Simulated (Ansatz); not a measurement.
# SiPb (model cell, started as zinc blende): the cell at rest

Task: relax SiPb (model cell, started as zinc blende) tightly.

Main program and level: Ansatz 0.2.0; DFT PBEsol, scalar-relativistic, plane waves, PAW.

Report form: the programs' logs are mostly left out.

The structure was built from a prototype and need not be the compound's stable phase.

### 1. The structure

The structure is cubic, space group F-43m (No. 216). Conventional cell: a = 5.916 Å, b = 5.916 Å, c = 5.916 Å, α = 90.00°, β = 90.00°, γ = 90.00°. Nearest to Pb lie 4 Si at 2.56 Å. Nearest to Si lie 4 Pb at 2.56 Å. Farther neighbours are not listed.

### 2. A coarse first look

First a cheap look: the gap decides the mesh and the occupations, the pressure tells how far the cell has to move.

input.yaml reads:

```yaml
crystal:
  lattice:
    - [0.0, 2.95777, 2.95777]
    - [2.95777, 0.0, 2.95777]
    - [2.95777, 2.95777, 0.0]
  atoms:
    - { symbol: Pb, position: [0.0, 0.0, 0.0] }
    - { symbol: Si, position: [0.25, 0.25, 0.25] }
kpoints:
  mp_grid: { grid: [6, 6, 6] }
hamiltonian:
  xc: pbesol
scf:
  occupations: { method: gaussian, width: 0.1 }
output:
  forces: true
  stress: true
  eigenvalues: true
```

Launch:

```sh
$ ansatz run input.yaml --threads 8 --pin off --max-ram 14336MiB --backend cpu --events-out ev --progress --plain --runs-dir out
```

Run time: 0.23 s. Hardware: 8 threads of AMD EPYC 9R45, shared host; peak memory 0.4 GiB.

This step gave:

```
pressure          : 8.785 GPa
volume per atom   : 25.88 Å³
gap on the k-mesh : 0 eV
```

The coarse mesh shows no gap and a pressure of 8.8 GPa.

### 3. Coarse relaxation

A rough relaxation comes first, because large forces or stress need no tight tolerances yet.

Changes to input.yaml since step 2:

```diff
@@ -18 +18,6 @@
   eigenvalues: true
+relax:
+  adjacent_minimum: "off"
+  f_tol: 0.05
+  max_steps: 80
+  cell: { stress_tol: 0.5 }
```

Wall time 0.49 s (8 threads); peak memory 0.44 GiB.

Relaxation path:

| step | energy less that of the first step (eV) | largest force component (eV/Å) | pressure (GPa) | volume (Å³) |
| --- | --- | --- | --- | --- |
| 1 | 0.0000 | 0.0000 | 8.79 | 51.75 |
| 2 | -0.1787 | 0.0000 | -0.19 | 59.52 |
| 3* | -0.1800 | 0.0000 | -0.17 | 59.52 |

Relaxation steps marked * repeat the geometry before them on a plane-wave basis chosen anew for their cell, so energy and pressure can jump there.

Forces are held to the 24 operations that the run works with; a distortion that breaks them can't arise in this run.

```
conventional cell, symmetrised  before  after   change
                         a (Å)   5.916  6.198   +4.8 %
                         b (Å)   5.916  6.198   +4.8 %
                         c (Å)   5.916  6.198   +4.8 %
              volume (Å³/atom)   25.88  29.76  +15.0 %
```

The relaxed structure:

```xyz
2
Lattice="0.0000 3.0989 3.0989 3.0989 0.0000 3.0989 3.0989 3.0989 0.0000" Properties=species:S:1:pos:R:3 pbc="T T T"
Pb    0.0000    0.0000    0.0000
Si    1.5494    1.5494    1.5494
```

Numbers from this step:

| Quantity | Value |
| --- | --- |
| pressure | -0.1685 GPa |
| volume per atom | 29.76 Å³ |

In this step the volume went from 25.88 to 29.76 Å³/atom.

### 4. Relaxation

Harmonic phonons are second derivatives at a point where the forces vanish, and they are wanted at zero stress, so atoms and cell are relaxed first.

input.yaml, the sections that differ from step 3:

```yaml
crystal:
  lattice:
    - [0.0, 3.0988800455, 3.0988800455]
    - [3.0988800455, 0.0, 3.0988800455]
    - [3.0988800455, 3.0988800455, 0.0]
  atoms:
    - { symbol: Pb, position: [0.0, 0.0, 0.0] }
    - { symbol: Si, position: [0.25, 0.25, 0.25] }
kpoints:
  mp_grid: { grid: [12, 12, 12] }
relax:
  adjacent_minimum: "off"
  f_tol: 0.005
  max_steps: 80
  cell: { stress_tol: 0.05 }
# hamiltonian, scf, output: as in step 3
```

Wall time 1.3 s (8 threads); peak memory 0.55 GiB.

Relaxation path:

```csv
step,energy less that of the first step (eV),largest force component (eV/Å),pressure (GPa),volume (Å³)
1,0.0000,0.0000,-0.23,59.52
2,-0.0002,0.0000,0.09,59.11
3,-0.0003,0.0000,0.00,59.22
4*,-0.0002,0.0000,0.00,59.22
```

Relaxation steps marked * repeat the geometry before them on a plane-wave basis chosen anew for their cell, so energy and pressure can jump there.

Forces are held to the 24 operations that the run works with; a distortion that breaks them can't arise in this run.

| conventional cell, symmetrised | before | after | change |
| --- | --- | --- | --- |
| a (Å) | 6.198 | 6.187 | -0.2 % |
| b (Å) | 6.198 | 6.187 | -0.2 % |
| c (Å) | 6.198 | 6.187 | -0.2 % |
| volume (Å³/atom) | 29.76 | 29.61 | -0.5 % |

The relaxed structure:

```
Pb Si
1.0
     0.00000    3.09372    3.09372
     3.09372    0.00000    3.09372
     3.09372    3.09372    0.00000
Pb Si
1 1
Direct
  0.00000 0.00000 0.00000
  0.25000 0.25000 0.25000
```

This step gave:

| Quantity | Value |
| --- | --- |
| pressure | -0.001303 GPa |
| volume per atom | 29.61 Å³ |

In this step the volume went from 29.76 to 29.61 Å³/atom.

### 5. Relaxing to small forces for the phonons

Phonons need a cell at rest on their own settings, so the relaxation is repeated with tight tolerances on forces and stress on the k mesh and occupations of the first response run.

input.yaml, the sections that differ from step 4:

```yaml
crystal:
  lattice:
    - [0.0, 3.0937247481, 3.0937247481]
    - [3.0937247481, 0.0, 3.0937247481]
    - [3.0937247481, 3.0937247481, 0.0]
  atoms:
    - { symbol: Pb, position: [0.0, 0.0, 0.0] }
    - { symbol: Si, position: [0.25, 0.25, 0.25] }
scf:
  occupations: { method: methfessel_paxton, width: 0.2 }
relax:
  adjacent_minimum: "off"
  f_tol: 0.001
  max_steps: 60
  cell: { stress_tol: 0.01 }
# kpoints, hamiltonian, output: as in step 4
```

Elapsed: 0.8 s, on 8 threads; peak memory 0.53 GiB; 4.6 s of CPU time.

Little changed from the start: no atom moved by 0.005 Å and no cell edge by 0.1 %.

This step gave:

- pressure: -0.009177 GPa

The forces vanish by symmetry and the pressure is -0.009 GPa, within the tolerances set. The cell now holds 29.61 Å³/atom.

### 6. What came out

```
space group after relaxation (within 0.01 Å) : F-43m
lattice constant a                           : 6.187 Å
lattice constant b                           : 6.187 Å
lattice constant c                           : 6.187 Å
volume per atom                              : 29.6 Å³
```

The forces vanish by symmetry and the pressure is -0.009 GPa, within the tolerances set. The cell now holds 29.61 Å³/atom. The relaxation keeps the symmetry of its start, so it says nothing on stability against lower symmetry. Spin-orbit coupling is left out, which can matter for the heavy elements here. The starting cell was built on a prototype and not taken from a measurement, so the phase need not exist.

[Logs are printed without paths, hosts, clocks, repeated set-up lines and the standing remarks that a program may print on its own settings, such as how far it seeks lower states.]

[Hosts, paths, dates, database ids (printed as entryN), source tags and the programs' standing remarks are cut or masked in the printed files.]
